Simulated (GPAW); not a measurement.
# Calculated records

**A GW chain in GPAW: CsPbCl3 (Pm-3m)**

Symmetry: Pm-3m, No. 221, cubic system. Conventional cell: a = 5.605 Å, b = 5.605 Å, c = 5.605 Å, α = 90.00°, β = 90.00°, γ = 90.00°. Nearest to Cs lie 12 Cl at 3.96 Å. Nearest to Pb lie 6 Cl at 2.80 Å. Nearest to Cl lie 2 Pb at 2.80 Å and 4 Cs at 3.96 Å. Farther neighbours, and contacts between anions beyond the nearest, are not listed.

| Property | Result |
| --- | --- |
| method | DFT, PBE, plane waves, PAW (and 1 further level or step) |
| program | GPAW 26.7.0 |
| settings | cutoff 450 eV, GPAW PAW setups 1.2.1 data release, 4×4×4 k-mesh, nbands 296 |
| cost | 4 runs, 4.8 min in all on 4 MPI ranks of Intel Xeon 6975P-C (Granite Rapids), shared host |
| notes | The cell and positions come from the Crystallography Open Database and are kept as given unless a step says otherwise. Limits: no spin-orbit coupling. |
| PBE gap | 1.87 eV, direct |
| G0W0 gap on the mesh | 2.84 eV |
| GW settings | 4×4×4 mesh, 286 bands, screening to 80 eV, Godby-Needs plasmon pole |
| known limits | short of the basis limit; no spin-orbit coupling |

G0W0 moves the gap on the mesh from 1.87 eV to 2.84 eV (+0.98 eV), with Z of 0.81 and 0.83 at the edges. The dearest step here is «screening and self-energy».

[Paths, hosts, dates, memory and timing lines, banners, echoed tables and standing remarks are left out of the program output; an Ansatz launch command may be rebuilt from the run's recorded settings. Measured values are a selection of at most five: reports struck by readers or far from the other reports are left out. None is set beside runs whose start may be inverted or whose files or cutoffs have a known fault.]

[Runs of the session that timed out or met a known fault of the program may be left out.]

[Hosts, paths, dates, database ids (printed as entryN), source tags and the programs' standing remarks are cut or masked in the printed files.]

[Where the starting crystal was built by hand or by swapping elements, it need not be the compound's stable phase.]
